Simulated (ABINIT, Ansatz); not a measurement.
# Ba2H6Os (Fm-3m): bands and cutoff in G0W0 with ABINIT, part 2 of 2

Wanted: a converged G0W0 gap of Ba2H6Os (Fm-3m), or an estimate of the limit.

ABINIT 10.8.3; LDA and many-body steps on it, plane waves. Known limits of the many-body steps: not at the basis limit; no spin polarisation; d states lean on the start; no spin-orbit coupling; coarse k mesh.

So far. Step 3 (Screening, 2×2×2 mesh, 47 bands, screening to 62.6 eV): Local fields lower ε∞ by 18 %. On a Γ-centred mesh this coarse the value itself is usually too large, while a short band sum pulls it down. Step 4 (47 bands, 62.6 eV): The gap on the mesh goes from 1.78 eV to 2.59 eV, a correction of +0.81 eV.

### Step 6. 108 bands, 114.3 eV

This step: G0W0 on LDA, plane waves, norm-conserving pseudopotentials.

run.abi

```
acell 3*1.0 Angstrom
rprim 
  -0.000000000000 4.046207840000 4.046207840000
  4.046207840000 0.000000000000 4.046207840000
  4.046207840000 4.046207840000 0.000000000000
ntypat 3
znucl 56 1 76
natom 9
typat 1 1 2 2 2 2 2 2 3
xred 
  0.750000000000 0.750000000000 0.750000000000
  0.250000000000 0.250000000000 0.250000000000
  0.785917090000 0.785917090000 0.214082910000
  0.214082910000 0.785917090000 0.214082910000
  0.785917090000 0.214082910000 0.214082910000
  0.214082910000 0.214082910000 0.785917090000
  0.785917090000 0.214082910000 0.785917090000
  0.214082910000 0.785917090000 0.785917090000
  0.000000000000 0.000000000000 0.000000000000
pp_dirpath "pseudos"
pseudos "Ba.upf, H.upf, Os.upf"
ecut 33
ngkpt 2 2 2
nshiftk 1
shiftk 0 0 0
kptopt 1
chksymbreak 0
istwfk *1
occopt 1
irdwfk 1
optdriver 4
nband 108
gwcalctyp 0
ecutsigx 33
symsigma 1
nkptgw 2
kptgw 
  0.0000000000 0.0000000000 0.0000000000
  0.5000000000 0.5000000000 0.0000000000
bdgw 
  19 23
  20 23
ecuteps 4.2
irdscr 1
ppmodel 1
indata_prefix "in"
outdata_prefix "out"
tmpdata_prefix "tmp"
```

The run is started by

```bash
OMP_NUM_THREADS=1 mpirun -n 4 abinit run.abi > log
```

Numbers of over 12 decimals in the logs are rounded to 6 here.

What it wrote:

```text
.Version 10.8.3 of ABINIT. v10.8.2 released Aug 2026.

 Symmetries : space group Fm -3 m (#225); Bravais cF (face-center cubic)
[... echo of the input left out ...]
== DATASET  1 ==================================================================
-   mpi_nproc: 4, omp_nthreads: 1 (-1 if OMP is not activated)

--- !DatasetInfo
iteration_state: {dtset: 1, }
dimensions: {natom: 9, nkpt: 3, mband: 108, nsppol: 1, nspinor: 1, nspden: 1, mpw: 8144, }
cutoff_energies: {ecut:  33.0, pawecutdg:  -1.0, }
electrons: {nelect:   4.20000000E+01, charge:   0.00000000E+00, occopt:   1.00000000E+00, tsmear:   1.00000000E-02, }

 SIGMA: Calculation of the GW corrections

 Based on a program developped by R.W. Godby, V. Olevano, G. Onida, and L. Reining.
 Incorporated in ABINIT by V. Olevano, G.-M. Rignanese, and M. Torrent.
.Using double precision arithmetic ; gwpc =  8

[... cell and pseudopotentials left out ...]
--------------------------------------------------------------------------------

 ==== K-mesh for the wavefunctions ====
 Number of points in the irreducible wedge :     3
[... list of points left out ...]
 Together with 48 symmetry operations and time-reversal symmetry
 yields     8 points in the full Brillouin Zone.

 ==== Q-mesh for screening function ====
 Number of points in the irreducible wedge :     3
[... list of points left out ...]
 Together with 48 symmetry operations and time-reversal symmetry
 yields     8 points in the full Brillouin Zone.

 vcoul_init : cutoff-mode = AUXILIARY_FUNCTION
 q-points for optical limit:   1
     1)      0.000010    0.000020    0.000030
 setmesh: FFT mesh size selected  =    60x   60x   60
          total number of points  =       216000

 Number of electrons calculated from density =   42.0000; Expected =   42.0000
[...]
number of omega for Sigma on real axis              0
 max omega for Sigma on real axis  [eV]           0.00
 zcut for avoiding poles [eV]                     0.10

 EPSILON^-1 parameters (SCR file):
 dimension of the eps^-1 matrix on file            339
 dimension of the eps^-1 matrix used               339
 number of plane-waves for wavefunctions          7991
 number of bands                                   108
 number of q-points in IBZ                           3
 number of frequencies                               2
 number of real frequencies                          1
 number of imag frequencies                          1

 matrix elements of self-energy operator (all in [eV])

 Perturbative Calculation

--- !SelfEnergy_ee
iteration_state: {dtset: 1, }
kpoint     : [   0.000,    0.000,    0.000, ]
spin       : 1
KS_gap     :    2.784
QP_gap     :    3.832
Delta_QP_KS:    1.048
data: !SigmaeeData |
     Band     E0 <VxcDFT>   SigX SigC(E0)      Z dSigC/dE  Sig(E)    E-E0       E
       19   4.636 -17.156 -19.723   3.186   0.785  -0.274 -16.671   0.486   5.121
       20   4.636 -17.156 -19.723   3.186   0.785  -0.274 -16.671   0.486   5.121
       21   4.636 -17.156 -19.723   3.186   0.785  -0.274 -16.671   0.486   5.121
[...]
--- !SelfEnergy_ee
iteration_state: {dtset: 1, }
kpoint     : [   0.500,    0.500,    0.000, ]
spin       : 1
KS_gap     :    2.058
QP_gap     :    2.942
Delta_QP_KS:    0.884
data: !SigmaeeData |
     Band     E0 <VxcDFT>   SigX SigC(E0)      Z dSigC/dE  Sig(E)    E-E0       E
[...]
22   6.413 -11.458  -6.928  -2.945   0.829  -0.206 -10.143   1.316   7.729
       23   6.828  -9.386  -4.544  -3.407   0.837  -0.195  -8.186   1.200   8.029

== END DATASET(S) ==============================================================
================================================================================

 -outvars: echo values of variables after computation  --------
           etotal      0.0000000000E+00
            nband         108
             nkpt           3
          spgroup         225
 [... the other variables as echoed above ...]

 Calculation completed.
```

Run time: 7.5 s. Hardware: 4 MPI ranks of Intel Xeon 6975P-C (Granite Rapids), shared host; peak memory 1.1 GiB.

This step gave:

| Property | Result |
| --- | --- |
| G0W0 gap on the points computed | 2.608 eV |
| starting gap on the mesh | 1.777 eV |
| k of the valence top | 0, 0, 0 |
| k of the conduction bottom | 0.5, 0.5, 0 |
| Z at the valence top | 0.785 |
| Z at the conduction bottom | 0.829 |
| least direct G0W0 gap on the computed points | 2.942 eV |

Against G0W0 in ABINIT (2×2×2 mesh, 47 bands, screening to 62.6 eV, Godby-Needs plasmon pole), the gap moves by +0.016 eV.

### Step 7. Screening, 2×2×2 mesh, 236 bands, screening to 176.9 eV

This step: RPA screening on LDA, plane waves, norm-conserving pseudopotentials.

run.abi: that of step 6 with these lines changed.

```diff
@@ -30,17 +30,8 @@
 irdwfk 1
-optdriver 4
-nband 108
-gwcalctyp 0
-ecutsigx 33
-symsigma 1
-nkptgw 2
-kptgw 
-  0.0000000000 0.0000000000 0.0000000000
-  0.5000000000 0.5000000000 0.0000000000
-bdgw 
-  19 23
-  20 23
-ecuteps 4.2
-irdscr 1
-ppmodel 1
+optdriver 3
+nband 236
+ecuteps 6.5
+inclvkb 2
+awtr 1
+symchi 1
 indata_prefix "in"
```

What it wrote:

```text
.Version 10.8.3 of ABINIT. v10.8.2 released Aug 2026.

 Symmetries : space group Fm -3 m (#225); Bravais cF (face-center cubic)
[... echo of the input left out ...]
== DATASET  1 ==================================================================
-   mpi_nproc: 4, omp_nthreads: 1 (-1 if OMP is not activated)

--- !DatasetInfo
iteration_state: {dtset: 1, }
dimensions: {natom: 9, nkpt: 3, mband: 236, nsppol: 1, nspinor: 1, nspden: 1, mpw: 8144, }
cutoff_energies: {ecut:  33.0, pawecutdg:  -1.0, }
[...]
--------------------------------------------------------------------------------
[... chi0 elements left out ...]
 For q-point:  0.000010 0.000020 0.000030
  dielectric constant =   4.5288
  dielectric constant without local fields =   5.6056

  Average fulfillment of the sum rule on Im[epsilon] for q-point    1 :     87.19  [%]
[... wings left out ...]
  q-point number  2        q = ( 0.500000, 0.000000, 0.000000) [r.l.u.]
--------------------------------------------------------------------------------
[... chi0 elements left out ...]
  Average fulfillment of the sum rule on Im[epsilon] for q-point    2 :     91.73  [%]

 [... 1 further q-points ...]
```

The job ended after 46 s (4 MPI ranks; peak memory 2.3 GiB; 3.1 min of CPU time).

Numbers from this step:

- ε∞ with local fields, on this mesh, along the program's q direction: 4.529
- the same without local fields: 5.606
- plasma frequency: 20.91 eV
- plane waves in the screening matrix: 725

### Step 8. 236 bands, 176.9 eV

This step: G0W0 on LDA, plane waves, norm-conserving pseudopotentials.

run.abi: that of step 7 with these lines changed.

```diff
@@ -30,8 +30,17 @@
 irdwfk 1
-optdriver 3
+optdriver 4
 nband 236
+gwcalctyp 0
+ecutsigx 33
+symsigma 1
+nkptgw 2
+kptgw 
+  0.0000000000 0.0000000000 0.0000000000
+  0.5000000000 0.5000000000 0.0000000000
+bdgw 
+  19 23
+  20 23
 ecuteps 6.5
-inclvkb 2
-awtr 1
-symchi 1
+irdscr 1
+ppmodel 1
 indata_prefix "in"
```

What it wrote:

```text
.Version 10.8.3 of ABINIT. v10.8.2 released Aug 2026.

 Symmetries : space group Fm -3 m (#225); Bravais cF (face-center cubic)
[... echo of the input left out ...]
== DATASET  1 ==================================================================
-   mpi_nproc: 4, omp_nthreads: 1 (-1 if OMP is not activated)

--- !DatasetInfo
iteration_state: {dtset: 1, }
dimensions: {natom: 9, nkpt: 3, mband: 236, nsppol: 1, nspinor: 1, nspden: 1, mpw: 8144, }
cutoff_energies: {ecut:  33.0, pawecutdg:  -1.0, }
[...]
Band     E0 <VxcDFT>   SigX SigC(E0)      Z dSigC/dE  Sig(E)    E-E0       E
[...]
22   6.413 -11.458  -6.928  -3.245   0.825  -0.212 -10.397   1.061   7.475
       23   6.828  -9.386  -4.544  -3.701   0.834  -0.199  -8.434   0.952   7.780

== END DATASET(S) ==============================================================
================================================================================

 -outvars: echo values of variables after computation  --------
           etotal      0.0000000000E+00
            nband         236
             nkpt           3
          spgroup         225
 [... the other variables as echoed above ...]

 Calculation completed.
```

The job ended after 44 s (4 MPI ranks; peak memory 2.2 GiB; 2.9 min of CPU time).

Numbers from this step:

```
G0W0 gap on the points computed              : 2.707 eV
starting gap on the mesh                     : 1.777 eV
k of the valence top                         : 0, 0, 0
k of the conduction bottom                   : 0.5, 0.5, 0
least direct G0W0 gap on the computed points : 3.023 eV
```

Against G0W0 in ABINIT (2×2×2 mesh, 108 bands, screening to 114.3 eV, Godby-Needs plasmon pole), the gap moves by +0.099 eV.

### Step 9. Side by side

Times are wall times on 4 MPI ranks of Intel Xeon 6975P-C (Granite Rapids), shared host, good to a factor of about two. A run's time includes the screening step that it read.

```csv
run,mesh,bands,screening cutoff (eV),DFT gap (eV),gap on the mesh (eV),direct (eV),ε∞ used,time
"47 bands, 62.6 eV",2×2×2,47,62.6,1.777,2.592,2.917,4.49,11 s
"108 bands, 114.3 eV",2×2×2,108,114.3,1.777,2.608,2.942,4.53,25 s
"236 bands, 176.9 eV",2×2×2,236,176.9,1.777,2.707,3.023,4.53,90 s
```

### Step 10. Outcome

```
47 bands, 62.6 eV   : 2.592 eV
108 bands, 114.3 eV : 2.608 eV
236 bands, 176.9 eV : 2.707 eV
known limits        : not at the basis limit; no spin polarisation; d states lean on the start; no spin-orbit coupling; coarse k mesh
```

**Reading.** From the first rung to the last the gap moves by +0.11 eV for 8.2 times the time. The steps are not yet shrinking, so no limit is drawn. In the first G0W0 run levels were corrected at 2 k points alone, so a gap called «on the mesh» is the least over those, and an edge elsewhere would be missed. The 2×2×2 mesh is coarse for this cell, which bears on the long-range parts of exchange and screening. The runs have no spin polarisation. For a closed low-spin shell that is the natural state; where a d or f shell is open it is a constraint, and the gap is then not the crystal's own. With d states at the gap, one-shot GW leans hard on its start. The many-body steps are scalar-relativistic: spin-orbit coupling is not in them.

[Paths, hosts, dates, memory and timing lines, banners, echoed tables and standing remarks are left out of the program output.]

[Logs are printed without paths, hosts, clocks, repeated set-up lines and the standing remarks that a program may print on its own settings, such as how far it seeks lower states.]

[Runs of the session that timed out or met a known fault of the program may be left out.]

[No measured gap is set beside runs whose start may be inverted or whose files or cutoffs have a known fault.]

[Hosts, paths, dates, database ids (printed as entryN), source tags and the programs' standing remarks are cut or masked in the printed files.]

[G0W0 gaps are taken among the corrected bands and points alone; a level outside them can change the order at an edge.]

[Where Ansatz stands beside ABINIT at settings called matched, ABINIT's density can come from a denser mesh and the files from another edition; pairs whose starting gaps differed by over 0.03 eV were left out, so agreement reads better than it is.]
